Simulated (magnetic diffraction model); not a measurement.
# Solving a magnetic structure from powder neutron data: CeV2Cu2

Space group P4/nmm (no. 129, origin choice 1), a = 4.2030 Å, c = 9.5390 Å.

```csv
site,atom,x,y,z
2c,Ce,0,1/2,0.2410
2c,Cu,0,1/2,0.6260
2a,Cu,1/2,1/2,0
2b,V,1/2,1/2,1/2
2c,V,0,1/2,0.8741
```

This is a made-up structure (elements placed in a structure type, unrelaxed), so the numbers test the method and describe no known phase.

Only Ce is taken to order (form factors of Ce3+); orders and moment sizes are assumed, and not adapted to the symmetry. Radiation: neutrons of λ = 1.594 Å, 8° to 50°; isotropic B of 0.26 Å² (Ce), 0.3 Å² (Cu) and 0.27 Å² (V). The intensities are simulated: I ∝ L Σ (|F_N|² + |F_M⊥|²) for unpolarised neutrons, with F_M = 2.695 fm/μB × Σ f(s) S exp(2πi Q·r) exp(−B s²) at Q = H ± k (one set where k and −k are equivalent), only the part normal to Q counting and L = 1/(sin²θ cos θ). For collinear order S is the moment m, which repeats by lattice and centring translations R with the sign exp(−2πi k·R). Form factors are spin-only for 3d ions and dipole or tabulated for f ions, scattering lengths are Sears's of 1992, and absorption is left out. A label names one of the reflections at its angle. The strongest nuclear line in the range is 100, and lines under 0.2 are left out.

Above the ordering temperature:

| 2θ (°) | index | I |
| --- | --- | --- |
| 9.59 | (0 0 1) | 10.9 |
| 19.24 | (0 0 2) | 2.2 |
| 29.03 | (0 0 3) | 29.4 |
| 29.28 | (1 0 2) | 50.3 |
| 31.11 | (1 1 0) | 7.0 |
| 32.63 | (1 1 1) | 100.0 |
| 36.64 | (1 0 3) | 42.8 |
| 36.84 | (1 1 2) | 65.2 |
| 39.05 | (0 0 4) | 2.2 |
| 43.07 | (1 1 3) | 3.1 |
| 44.58 | (2 0 0) | 58.4 |
| 45.20 | (1 0 4) | 0.5 |
| 45.70 | (2 0 1) | 2.1 |
| 48.97 | (2 0 2) | 1.5 |
| 49.39 | (0 0 5) | 14.4 |

Below it (cell unchanged):

```
2θ (°)      I
  9.59   10.9
 14.52    3.9
 19.24    2.2
 22.15    2.8
 24.48    2.4
 26.34    4.1
 29.03   29.4
 29.28   50.3
 31.09    1.5
 31.11    7.0
 31.32    3.0
 32.63  100.0
 36.64   42.8
 36.84   65.2
 38.33    1.9
 38.52    0.3
 39.05    2.2
 39.98    0.3
 40.66    0.8
 41.21    0.6
 43.07    3.1
 44.56    0.3
 44.58   58.4
 44.73    0.6
 45.20    0.5
 45.70    2.1
 46.02    0.6
 46.63    1.2
 47.13    1.2
 48.97    1.5
 49.39   14.4
```

**Question.** Check that the new lines index with k = (0 1/2 0), then choose among these models:
A. collinear moments along [110], 1.4 μB on Ce; signs + at (0, 1/2, 0.2410), + at (1/2, 0, 0.7590)
B. collinear moments along [010], 1.4 μB on Ce; signs + at (0, 1/2, 0.2410), + at (1/2, 0, 0.7590)
C. collinear moments along [110], 1.4 μB on Ce; signs + at (0, 1/2, 0.2410), − at (1/2, 0, 0.7590)
D. collinear moments along [010], 1.4 μB on Ce; signs + at (0, 1/2, 0.2410), − at (1/2, 0, 0.7590)

The new lines index as (0 1/2 1) at 14.52°, (0 1/2 2) at 22.15°, (1 1/2 0) at 24.48° and (1 1/2 1) at 26.34°, that is as H ± k with k = (0 1/2 0), one of 2 inequivalent arms of its star (k and −k counted as one), which a powder can't tell apart. Half indices mean that the moments reverse under translations with k·R a half-integer, and the magnetic cell has twice the primitive volume.

Magnetic intensity, observed (below minus above) and for each model:

| 2θ (°) | index | observed | A | B | C | D |
| --- | --- | --- | --- | --- | --- | --- |
| 10.88 | (0 1/2 0) | <0.2 | 4.1 | <0.2 | 4.1 | <0.2 |
| 14.52 | (0 1/2 1) | 3.9 | 6.5 | 3.9 | 6.5 | 3.9 |
| 22.15 | (0 1/2 2) | 2.8 | 3.2 | 2.8 | 3.2 | 2.8 |
| 24.48 | (1 1/2 0) | 2.4 | 1.5 | 2.4 | 1.5 | 2.4 |
| 26.34 | (1 1/2 1) | 4.1 | 2.8 | 4.1 | 2.8 | 4.1 |
| 31.32 | (1 1/2 2) | 3.0 | 2.3 | 3.0 | 2.3 | 3.0 |
| 34.49 | (0 3/2 1) | <0.2 | 0.7 | <0.2 | 0.7 | <0.2 |
| 47.13 | (2 1/2 1) | 1.2 | 0.6 | 1.2 | 0.6 | 1.2 |

Models B and D match alike on every line, so these data can't choose among them (such ties are often domains of one structure).

The absence at (0 1/2 0) is telling: Q lies along the moments there, so the part normal to Q vanishes.

The structure used: k = (0 1/2 0), collinear moments along [010], 1.4 μB on Ce; signs + at (0, 1/2, 0.2410), + at (1/2, 0, 0.7590).

[Logs are printed without paths, hosts, clocks, repeated set-up lines and the standing remarks that a program may print on its own settings, such as how far it seeks lower states.]
